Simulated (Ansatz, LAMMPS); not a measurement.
# Elastic response of glassy 85GeO2-15Li2O (mol %) (78 atoms), part 3 of 3

How stiff is glassy 85GeO2-15Li2O (mol %) (78 atoms), and how do its levels respond to strain?

Ansatz 0.2.0; Kohn-Sham DFT, PBEsol, PAW (set soft_2), plane waves.

The cell: 22 Ge, 8 Li and 48 O. The quench rate of 100 K/ps is many orders above laboratory rates. The starting topology of bonds comes from the classical model. Sampling is at Γ alone.

So far. Step 11 (Compressed by 1 % along x): The relaxation converged after 3 steps, 0.0539 eV below its start, with a largest force component of 0.041 eV/Å. Step 11 (Compressed by 1 % along x): Compressed by 1 % along x: the energy stands 0.0315 eV above that of the reference, at a pressure of 0.658 GPa.

### Step 12. Sheared by 2 % in xy

A shear of the relaxed cell gives the modulus that volume changes can't reach.

input.yaml reads:

```yaml
crystal:
  lattice:
    - [9.80544, 0.06169, -0.05853]
    - [0.06365, 10.00146, 0.09293]
    - [-0.0576, 0.09234, 10.17593]
  atoms:
    [... the 78 atom lines of step 4 ...]
kpoints:
  mp_grid: { grid: [1, 1, 1] }
hamiltonian:
  xc: pbesol
scf:
  occupations: { method: fixed }
output:
  forces: true
  eigenvalues: true
  stress: true
relax:
  f_tol: 0.05
  max_steps: 70
```

Started as:

```sh
$ ansatz run input.yaml --threads 4 --pin off --max-ram 8192MiB --backend cpu --events-out ev --progress --plain --runs-dir out
```

Numbers of over 12 decimals in the logs are rounded to 6 here.

Log:

```text
[...]
Crystal: 78 atoms, lattice volume = 997.782 Å³
Basis set: ecut = 420 eV, 19501 PW (Γ), exchange–correlation on 144×144×144 points (8 copies of the dense FFT grid, shifted against one another)
Bands: 388, of which v1, the nominal top of the filled ones, is band 310 counted from 1 (309 counted from 0)
Symmetry: 1 space group operations
[...]
k-points: 1
[...]
SCF iter   1: F=—  HF=-122130.482635 eV  |F-HF|=—  |Δ(HF+E_count)|=         —  Δρ=1.28e-2  dr2=1.31e0  ethr=1.77e-3  ⟨swp⟩=5.0  Hψ=1389  notcnv=0  defer=75
[...]
SCF iter   6: F=-122130.110216 eV  HF=-122130.110197 eV  |F-HF|=1.93e-5  |Δ(HF+E_count)|=   5.76e-5  Δρ=6.02e-5  dr2=4.56e-5  ethr=1.01e-8  ⟨swp⟩=10.0  Hψ=2093  notcnv=0
SCF 1 converged in 6 iterations: F = -122130.110216 eV  dr2 = 4.56e-5
[...]
relax step   1: F+E_penalty+E_count = -122130.11021604 eV  Δ(F+E_penalty+E_count) = +0.000e0 eV  max|allowed force component| = 5.522e-1 eV/Å  Δτ_max = 0.0000 Å  (6 SCF iters, dr2 threshold 6.25e-5 eV, accepted)
[...]
relax step   2: F+E_penalty+E_count = -122130.16890454 eV  Δ(F+E_penalty+E_count) = -5.869e-2 eV  max|allowed force component| = 2.909e-1 eV/Å  Δτ_max = 0.0171 Å  (6 SCF iters, dr2 threshold 1.91e-5 eV, accepted)
[...]
relax step   3: F+E_penalty+E_count = -122130.19308747 eV  Δ(F+E_penalty+E_count) = -2.418e-2 eV  max|allowed force component| = 7.460e-2 eV/Å  Δτ_max = 0.0194 Å  (6 SCF iters, dr2 threshold 5.29e-6 eV, accepted)
relax step   4: F+E_penalty+E_count = -122130.19709962 eV  Δ(F+E_penalty+E_count) = -4.012e-3 eV  max|allowed force component| = 8.078e-2 eV/Å  Δτ_max = 0.0209 Å  (8 SCF iters, accepted)
[...]
relax step   5: F+E_penalty+E_count = -122130.20017895 eV  Δ(F+E_penalty+E_count) = -3.079e-3 eV  max|allowed force component| = 3.641e-2 eV/Å  Δτ_max = 0.0174 Å  (8 SCF iters, accepted)
SCF converged after 8 iterations
Free energy (F): -122130.200179 eV
[...]
Internal energy: -122130.200179 eV  (E = F + TS)
E sigma→0 (E₀):  -122130.200179 eV
Fermi energy:    4.740410 eV
[...]
--- Forces (eV/Å), atoms counted from 1 ---
  atom   1  Ge    -0.00775263    -0.00407530    -0.01077082
  atom   2  Ge     0.01089034    -0.00092795     0.00524255
  atom   3  Ge    -0.00161833    -0.00582991     0.01583995
  atom   4  Ge     0.00652828    -0.00884284    -0.00453869
  atom   5  Ge     0.00562971    -0.00385358     0.01703213
  atom   6  Ge     0.00182687     0.00387225    -0.00961175
  atom   7  Ge     0.00082440    -0.00414019     0.00143608
  atom   8  Ge    -0.00840171    -0.00649716    -0.01106142
  atom   9  Ge     0.00783500     0.00707090     0.00179716
  atom  10  Ge    -0.00293582    -0.00090362     0.00692685
  atom  11  Ge     0.00612623    -0.00436623     0.00234851
  atom  12  Ge    -0.00403096     0.00323280     0.00136849
  atom  13  Ge    -0.00021503    -0.01121927     0.02063859
  atom  14  Ge    -0.02310563    -0.03533027    -0.00831675
[...]
atom  77  O      0.01368573     0.00492813    -0.00812142
  atom  78  O      0.00323275     0.00456988    -0.00790002
  max |Σ_I F_I| component: 1.97e-5 eV/Å
--- Stress (GPa, compression-positive) ---
       -0.039402      -0.693599      -0.053602
       -0.693600       0.017195       0.040894
       -0.053603       0.040896      -0.130789
  P = ⅓ Tr σ = -0.0510 GPa (-0.510 kbar)
--- Band table (eV) ---
[...]
--- Relaxed structure (5 steps of the walk, 5 accepted, 0 SCFs on fresh bases) ---
  F+E_penalty+E_count = -122130.20017895 eV   max|allowed force component| = 3.641e-2 eV/Å
  atoms:
    - { symbol: Ge, position: [0.782193, 0.348675, 0.692570] }
    - { symbol: Ge, position: [0.266066, 0.866076, 0.483475] }
    - { symbol: Ge, position: [0.388277, 0.374496, 0.477793] }
    - { symbol: Ge, position: [0.772394, 0.016963, 0.618432] }
[...]
- { symbol: O, position: [0.533503, 0.838591, 0.936366] }
```

Run time: 39 s. Hardware: 4 threads of Intel Xeon Platinum 8488C (Sapphire Rapids), shared host; peak memory 1.5 GiB; 2.3 min of CPU time.

The relaxation converged after 5 steps, 0.0900 eV below its start, with a largest force component of 0.036 eV/Å.

Sheared by 2 % in xy: the energy stands 0.0430 eV above that of the reference, at a pressure of -0.0510 GPa.

### Step 13. Pressure against volume

Atoms are relaxed at each volume, in the scaled cell.

```tsv
volume change (%)	volume (Å³/atom)	energy change (meV/atom)	pressure (GPa)	largest move on relaxing (Å)	bonds	gap (eV)
-10	11.514	24.27	6.56	0.40	128	2.04
-6	12.026	8.14	3.59	0.30	126	2.03
-3	12.410	1.88	1.68	0.15	125	2.04
+0	12.793	0.00	0.02	-	121	2.03
+3	13.177	2.03	-1.62	0.08	121	1.98
+6	13.561	7.11	-2.84	0.48	122	1.93
```

### Step 14. Uniaxial strain and shear

Stress (GPa, compression positive) less that of the relaxed cell, atoms relaxed:

```tsv
strain	xx	yy	zz	xy	energy change (meV/atom)
stretched by 1 % along x	-1.135	-0.498	-0.442	-0.017	0.46
compressed by 1 % along x	1.065	0.461	0.396	0.007	0.40
sheared by 2 % in xy	-0.054	-0.003	-0.148	-0.687	0.55
```

### Step 15. Outcome

The bulk modulus, from the slope of pressure against ln V over the three points nearest the relaxed volume, is 55.0 GPa; between neighbouring points the slope runs 68, 61, 55, 55 and 42 GPa from the smallest volume up, without a steady fall, so no pressure derivative is given. The count of bonds runs from 121 to 128 over the series, so at some points contacts cross the cutoffs. The gap goes from 2.04 eV at the smallest volume to 1.93 eV at the largest, not monotonically (lowest 1.93, highest 2.04 eV), on the run's k-points. In the Cartesian axes of the cell, finite differences give C11 = 110, C12 = 48.0, C13 = 41.9 and C66 = 34.4 GPa (the shear of 2 % is the engineering strain, εxy = 0.01). The mean of C11, C12 and C13, which equals the bulk modulus in a cubic or isotropic solid, is 66.6 GPa: it lies 21 % over the bulk modulus from the volumes. For an isotropic solid C66 would equal (C11 − C12)/2 = 31.0 GPa; so small a sample needn't be isotropic, and C66 rests on one shear. With the bulk modulus and C66 as K and G, Young's modulus would be about 85 GPa and Poisson's ratio 0.24.

**Limits.** Strains are finite and relaxations stop at the force tolerance of the input, which can leave moduli too stiff; they are those of a static cell at zero temperature. Volumes are changed with the cell's shape held, so in an anisotropic solid the modulus lies over the one under free hydrostatic load. The program notes that the SCF threshold of the relaxations is loose for the stress.

The DFT runs together took 11 min of wall time.

[Logs are printed without paths, hosts, clocks, repeated set-up lines and the standing remarks that a program may print on its own settings, such as how far it seeks lower states.]

[Hosts, paths, dates, database ids (printed as entryN), source tags and the programs' standing remarks are cut or masked in the printed files.]
